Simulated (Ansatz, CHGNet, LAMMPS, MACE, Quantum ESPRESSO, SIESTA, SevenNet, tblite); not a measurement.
## Li+ BF4- in dimethyl sulfoxide at 330 K (96 atoms): one structure in several programs

Aim: run Li+ BF4- in dimethyl sulfoxide at 330 K (96 atoms) in several programs and set results and cost side by side. A plane-wave run serves as the reference.

Main program and level: Ansatz 0.2.0; Kohn-Sham DFT, PBE, PAW, plane waves.

## 1. The starting structure

The cell holds 96 atoms: 18 C, 9 S, 9 O, 54 H, 1 B, 4 F and 1 Li. Its edges and angles: a = 10.470 Å, b = 10.470 Å, c = 10.470 Å, α = 90.0°, β = 90.0°, γ = 90.0°. 9 dimethyl sulfoxide, 1 Li+, 1 BF4- placed at random, at 1.15 g/cm³; overlaps pushed apart, then 10 ps at 550 K with stiff harmonic cages for PF6 and BF4 with UFF radii; Joung-Cheatham ions (J. Phys. Chem. B 112, 9020 (2008)); MMFF94 bonds, angles, torsions, charges and radii (Halgren, J. Comput. Chem. 17, 490 (1996)) in harmonic and 12-6 forms; charges of ions scaled by 0.8. Snapshot after 30 ps at 330 K and fixed volume.

## 2. Reference: Ansatz, plane waves

The PAW files are the set soft_2.

Contents of input.yaml:

```yaml
crystal:
  lattice:
    - [10.46989, 0.0, 0.0]
    - [0.0, 10.46989, 0.0]
    - [0.0, 0.0, 10.46989]
  atoms:
    - { symbol: C, position: [0.0656, 0.24936, 0.7391] }
    - { symbol: S, position: [0.91705, 0.15904, 0.77664] }
    - { symbol: C, position: [0.94559, 0.19591, 0.95378] }
    - { symbol: O, position: [0.81628, 0.25305, 0.72733] }
    [... 86 atom lines left out ...]
    - { symbol: B, position: [0.27572, 0.97387, 0.9199] }
    - { symbol: F, position: [0.18573, 0.95419, 0.82473] }
    - { symbol: F, position: [0.21876, 0.95547, 0.04467] }
    - { symbol: F, position: [0.31389, 0.10569, 0.8916] }
    - { symbol: F, position: [0.37495, 0.89284, 0.89066] }
    - { symbol: Li, position: [0.72731, 0.38408, 0.83763] }
kpoints:
  mp_grid: { grid: [1, 1, 1] }
hamiltonian:
  xc: pbe
scf:
  occupations: { method: fermi_dirac, width: 0.05 }
output:
  forces: true
  eigenvalues: true
  populations: true
  stress: true
```

Launch:

```bash
$ ansatz run input.yaml --threads 4 --pin off --max-ram 8192MiB --backend cpu --events-out ev --progress --plain --runs-dir out
```

The log of the run:

```text
[...]
Pseudopotentials: kind: paw
Pseudopotential: C, paw, valence charge 4, recommended cutoff 420 eV (normal), C.paw.azcp
Pseudopotential: S, paw, valence charge 6, recommended cutoff 420 eV (normal), S.paw.azcp
Pseudopotential: O, paw, valence charge 6, recommended cutoff 420 eV (normal), O.paw.azcp
Pseudopotential: H, paw, valence charge 1, recommended cutoff 420 eV (normal), H.paw.azcp
Pseudopotential: B, paw, valence charge 3, recommended cutoff 420 eV (normal), B.paw.azcp
Pseudopotential: F, paw, valence charge 7, recommended cutoff 420 eV (normal), F.paw.azcp
Pseudopotential: Li, paw, valence charge 3, recommended cutoff 420 eV (normal), Li.paw.azcp
[... 5 lines on functional and potentials left out ...]
Crystal: 96 atoms, lattice volume = 1147.695 Å³
Basis set: ecut = 420 eV, 22575 PW (Γ), exchange–correlation on 144×144×144 points (8 copies of the dense FFT grid, shifted against one another)
Bands: 230, of which v1, the nominal top of the filled ones, is band 134 counted from 1 (133 counted from 0)
Symmetry: 1 space group operations
Space group: P1 (ITA 1), of the structure as read, at distance tolerance 1.0e-4 Å
k-points: 1
[... 15 lines on functional and potentials left out ...]
Initial density: superposition of atomic densities (neutral atoms: chi_scale 0, normalization atom), corrected by the library's trained network
Initial wavefunctions: pseudopotential atomic-orbital guess
[...]
SCF iter   1: F=—  HF=-22198.141465 eV  |F-HF|=—  |Δ(HF+E_count)|=         —  Δρ=6.65e-3  dr2=6.85e-1  ethr=1.77e-3  ⟨swp⟩=6.0  Hψ=1096  notcnv=0  defer=44
preconditioner: auto → Resta (q_TF=auto, 2.141 Å⁻¹)  ε∞=2.6  [insulator: Δε(μ)=3.991 eV  Ē_g=13.519 eV  σ=0.050 eV  W_gap=1.00  n_scr=178 (ndim 8)  ℏωp=17.0 eV  f_vac=0.228  D(μ)=0.00/eV (n_scr^D=0)  ε∞_Penn≈2.6]
[...]
SCF iter   9: F=—  HF=-22197.985063 eV  |F-HF|=—  |Δ(HF+E_count)|=   2.57e-7  Δρ=6.37e-6  dr2=4.23e-7  ethr=7.71e-10  ⟨swp⟩=2.0  Hψ=274  notcnv=0  defer=89
SCF iter  10: F=-22197.985063 eV  HF=-22197.985063 eV  |F-HF|=9.39e-9  |Δ(HF+E_count)|=   1.82e-8  Δρ=2.40e-6  dr2=6.38e-8  ethr=3.73e-11  ⟨swp⟩=16.0  Hψ=1646  notcnv=0
SCF 1 converged in 10 iterations: F = -22197.985063 eV  dr2 = 6.38e-8
[...]
SCF converged after 10 iterations
Free energy (F): -22197.985063 eV
Harris-Foulkes:  -22197.985063 eV  (|F-HF|=9.39e-9)
Internal energy: -22197.985063 eV  (E = F + TS)
E sigma→0 (E₀):  -22197.985063 eV
Fermi energy:    1.873341 eV
--- Per-component energies (eV) ---
[...]
Σ components = -22197.985063   (vs F -22197.985063, Δ=0.00e0)
--- Forces (eV/Å), atoms counted from 1 ---
  atom   1  C     -2.08847096     0.03590211     0.40189005
  atom   2  S      1.33871747     1.96552418     1.30154421
  atom   3  C     -0.55857445    -0.40909150    -0.00095264
  atom   4  O      0.01137841    -0.64102285     0.44172545
[...]
atom  96  Li     0.01128251     0.17623243    -0.93593159
  max |Σ_I F_I| component: 2.02e-4 eV/Å
--- Stress (GPa, compression-positive) ---
        2.519168       0.391810      -0.102199
        0.391811       3.087856       0.271777
       -0.102200       0.271778       2.005274
  P = ⅓ Tr σ = 2.5374 GPa (25.374 kbar)
--- Band table (eV) ---
  k-point 0: bands = ["-43.1137", "-23.9239", "-22.6697", "-22.4315", [... 214 levels ...], "9.9290", "9.9645", "10.0199", "10.0943", "10.1283", "10.2242", "10.2409", "10.3041", "10.4072", "10.4827", "10.5475", "10.5747"]
--- Löwdin populations: 96 sites ---
  site symbol       q [e]
     0      C      4.6108
     1      S      4.8829
     2      C      4.5636
[...]
95     Li      2.2779
  spilling = 0.017098 (of n_electrons = 268.000000)
```

The job ended after 19 s (4 threads of Arm Neoverse N1, shared host; peak memory 1.2 GiB; 69 s of CPU time).

Read from the output:

```
free energy                                      : -22197.9851 eV
free energy per atom                             : -231.2290 eV/atom
SCF cycles                                       : 10
pressure                                         : 2.537 GPa
r.m.s. force component                           : 0.7783 eV/Å
longest force                                    : 3.267 eV/Å
Fermi energy                                     : 1.873 eV
gap (highest filled to lowest empty level) : 3.767 eV
spilling of the projection                       : 0.0171
```

Neighbours are counted within 1.34 Å (H-C), 2.21 Å (C-S), 1.98 Å (O-S), 2.27 Å (O-Li), 1.72 Å (F-B), cutoffs set anew for this text.

Length of the force by element and coordination:

| element | coordination | atoms | mean length of the force (eV/Å) | spread | least | most |
| --- | --- | --- | --- | --- | --- | --- |
| B | all | 1 | 1.61 | 0 | 1.61 | 1.61 |
| C | all | 18 | 1.46 | 0.557 | 0.611 | 2.85 |
| F | all | 4 | 1.52 | 0.207 | 1.29 | 1.82 |
| H | all | 54 | 0.931 | 0.634 | 0.177 | 3.27 |
| Li | all | 1 | 0.952 | 0 | 0.952 | 0.952 |
| O | all | 9 | 1.11 | 0.484 | 0.659 | 2.04 |
| O | 1 | 5 | 1.09 | 0.505 | 0.659 | 2.04 |
| O | 2 | 4 | 1.13 | 0.455 | 0.701 | 1.85 |
| S | all | 9 | 1.96 | 0.421 | 1.05 | 2.71 |

Löwdin charges by element and coordination (they lack the spilled electrons, 0.048 e an atom on average):

| element | coordination | atoms | mean charge (e) | spread | least | most |
| --- | --- | --- | --- | --- | --- | --- |
| B | all | 1 | 0.884 | 0 | 0.884 | 0.884 |
| C | all | 18 | -0.596 | 0.0159 | -0.631 | -0.564 |
| F | all | 4 | -0.401 | 0.0156 | -0.422 | -0.378 |
| H | all | 54 | 0.217 | 0.0172 | 0.182 | 0.250 |
| Li | all | 1 | 0.722 | 0 | 0.722 | 0.722 |
| O | all | 9 | -0.785 | 0.013 | -0.804 | -0.761 |
| O | 1 | 5 | -0.784 | 0.0118 | -0.795 | -0.761 |
| O | 2 | 4 | -0.787 | 0.014 | -0.804 | -0.769 |
| S | all | 9 | 1.18 | 0.0328 | 1.12 | 1.22 |

The levels nearest the highest filled one (over half full), pooled over k-points and spins:

```csv
level less the highest filled one (eV),occupation
-0.443,2
-0.388,2
-0.266,2
-0.205,2
-0.114,2
0,2
3.77,0
3.94,0
4.21,0
4.28,0
4.33,0
4.43,0
```

## 3. What was run beside it

The programs:
- CHGNet: machine-learned potential, published weights.
- MACE: machine-learned potential, published weights.
- Quantum ESPRESSO 7.5: plane waves; labels (QE) give functional, pseudopotential set and cutoffs of waves/density.
- SIESTA 5.4.2: numerical atomic orbitals, whose automatically made sets are far from complete, with PseudoDojo norm-conserving potentials that we converted to its format (checked against plane waves on the same files for H, C, O, Si, Ge and Ca alone); labels give functional, basis size, energy shift and mesh cutoff.
- SevenNet: machine-learned potential, published weights.
- tblite 0.8.0: extended tight binding, driven from Python.

All use the same cell and atoms; the electronic-structure runs use the same k-mesh, and an electronic temperature of 580 K (0.05 eV) where levels are smeared.

Differences are against the plane-wave reference, forces as r.m.s. over components; share is that over the reference's r.m.s. force, slope the least-squares factor from reference forces to these. Total energies of different programs have different zeros and aren't compared.

```csv
run,"Δ force, r.m.s. (meV/Å)",share (%),slope,Δ pressure (GPa),Δ gap (eV),cores,CPU time,memory (GiB)
reference,-,-,-,-,-,4,69 s,1.2
CHGNet r2SCAN potential,332,42.7,0.706,-2.07,-,1,7.2 s,1.5
MACE MP-0b3 medium potential,138,17.7,0.943,-0.532,-,1,15 s,1.2
"QE PBE, sssp-1.3.0-efficiency, 35/280 Ry (coarse)",28.0,3.60,1.018,-2.62,0.0037,2,4.3 min,1.4
"QE PBE, sssp-1.3.0-efficiency, 60/480 Ry",17.3,2.23,1.006,0.0046,0.005,2,9.4 min,2.9
"SIESTA PBE, DZ, shift 0.01 Ry, mesh 500 Ry (coarse)",1995,256,1.629,8.77,0.211,1,2.6 min,0.82
"SIESTA PBE, DZP, shift 0.01 Ry, mesh 500 Ry",714,91.7,1.333,3.00,0.0999,2,5.9 min,1.7
"SIESTA PBE, DZP, shift 0.02 Ry, mesh 500 Ry",595,76.4,1.280,0.923,0.0945,2,4.6 min,1.4
"SIESTA PBE, SZ, shift 0.01 Ry, mesh 500 Ry (coarse)",3073,395,2.391,23.7,-1.24,1,2.3 min,0.72
"SIESTA PBE, TZP, shift 0.01 Ry, mesh 500 Ry",619,79.5,1.304,2.53,0.0841,2,7.9 min,1.9
SevenNet l3i5 potential,104,13.3,0.958,-0.469,-,1,19 s,1.7
tblite GFN1-xTB,250,32.1,0.927,-2.70,-,1,5.5 s,0.16
```

Rows marked coarse were listed beforehand as settings not expected to be converged; some can still land near the reference.

Times of the machine-learned potentials are mostly Python's start and the loading of weights.

CPU time is summed over cores on a shared host, where runs went side by side, so it is rough. Symmetry, cutoffs, thresholds, outputs and thread counts weren't matched or tuned between programs; memory under MPI is the largest rank's times the ranks.

Mean charges by element (e), by run and scheme:

```
                                        run     scheme      C      S      O      H      B      F
                                  reference     Löwdin  -0.60  +1.18  -0.79  +0.22  +0.88  -0.40
SIESTA PBE, DZP, shift 0.01 Ry, mesh 500 Ry  Hirshfeld  -0.09  +0.33  -0.27  +0.03  +0.09  -0.20
SIESTA PBE, DZP, shift 0.02 Ry, mesh 500 Ry  Hirshfeld  -0.06  +0.32  -0.25  +0.02  +0.02  -0.18
SIESTA PBE, TZP, shift 0.01 Ry, mesh 500 Ry  Hirshfeld  -0.09  +0.33  -0.28  +0.03  +0.11  -0.20
                            tblite GFN1-xTB   Mulliken  -0.04  +0.27  -0.49  +0.06  +0.74  -0.42
```

The reference's Löwdin charges lack the electrons that the projection spills, 0.048 e an atom on average.

Within one program, basis, potentials and functional, energies share a zero. Each run against its twin at the usual cutoff or grid and solver:

| run | twin | Δ energy (meV/atom) | Δ force, r.m.s. (meV/Å) | CPU time over the twin's |
| --- | --- | --- | --- | --- |
| QE PBE, sssp-1.3.0-efficiency, 35/280 Ry | sssp-1.3.0-efficiency, 60/480 Ry | 33.1 | 16.9 | 0.46 |

## 4. What came out

- reference r.m.s. force component: 0.778 eV/Å
- nearest in forces: QE PBE, sssp-1.3.0-efficiency, 60/480 Ry, 2.2 %
- farthest in forces: SIESTA PBE, SZ, shift 0.01 Ry, mesh 500 Ry (coarse), 395 %
- cheapest electronic-structure run beside the reference: tblite GFN1-xTB, 5.5 s of CPU time

**Reading.** PBE on plane waves or a grid with other potentials, cutoffs or grids, coarse settings apart, differs from the reference by 2.2 % (QE PBE, sssp-1.3.0-efficiency, 60/480 Ry) of the r.m.s. force; this holds the reference's own error, so differences of a few per cent don't tell which side is nearer the exact PBE result (QE's 60 Ry are 816 eV, against the reference's 420 eV). The PBE runs in local orbitals, coarse settings apart, differ by 76 % (SIESTA PBE, DZP, shift 0.02 Ry, mesh 500 Ry) to 92 % (SIESTA PBE, DZP, shift 0.01 Ry, mesh 500 Ry); basis, grid and potentials can all enter, and differences of this size make the forces unusable. Tight binding differs by 32 % (tblite GFN1-xTB); it is another model, with fitted parameters of its own, and the xTB methods hold dispersion. Machine-learned potentials differ by 13 % (SevenNet l3i5 potential) to 43 % (CHGNet r2SCAN potential); they were trained on other programs' data, some at another functional. Runs with settings chosen to be coarse differ by 3.6 % (QE PBE, sssp-1.3.0-efficiency, 35/280 Ry) to 395 % (SIESTA PBE, SZ, shift 0.01 Ry, mesh 500 Ry), their programs' other errors included. One electronic-structure run takes under half the reference's CPU time: tblite GFN1-xTB, at 32 % in 5.5 s against 69 s; its pressure misses by -2.7 GPa. At the same functional, gaps differ from the reference's 3.77 eV by between -1.24 and +0.21 eV. In pressure, SIESTA PBE, SZ, shift 0.01 Ry, mesh 500 Ry misses by +23.7 GPa, at the same functional. Charges hang on model, scheme and program or settings: among these rows the mean for S runs from +0.27 to +1.18 e. In the reference: filled and empty levels are parted by 3.77 eV (at Γ alone); a semilocal functional tends to put such gaps too low. In a disordered cell it changes from sample to sample and from frame to frame. In the reference: mean Löwdin charges: B +0.88, C -0.60, F -0.40, H +0.22, Li +0.72, O -0.79 e (they miss 1.7 % of the electrons, so they add up to more than the cell's charge). Periodic xTB results under one method name differ between programs and library versions. Machine-learned potentials mimic data converged in k, so the reference's own k-point error enters their differences. The network of contacts between molecules at the start is that of the classical potential that made the cell, and needn't be the one that DFT or experiment would give. The reference's PBE has no dispersion term, which matters for the binding between molecules or layers. The density was typed from a rule of thumb and may lie off the real one at this temperature. The electronic-structure runs sample only Γ, in a cell whose shortest periodic width is 10 Å.

[Also dropped from logs without a mark: logging warnings of Python, and SIESTA's first energy breakdown and zero terms.]

[Logs are printed without paths, hosts, clocks, repeated set-up lines and the standing remarks that a program may print on its own settings, such as how far it seeks lower states.]

[Hosts, paths, dates, database ids (printed as entryN), source tags and the programs' standing remarks are cut or masked in the printed files.]

[The MMFF94 radii named for the starting cell were scaled by 0.96; in molecules described by MMFF94, hydrogen bound to N, O or S took a small fixed 12-6 site in their place.]
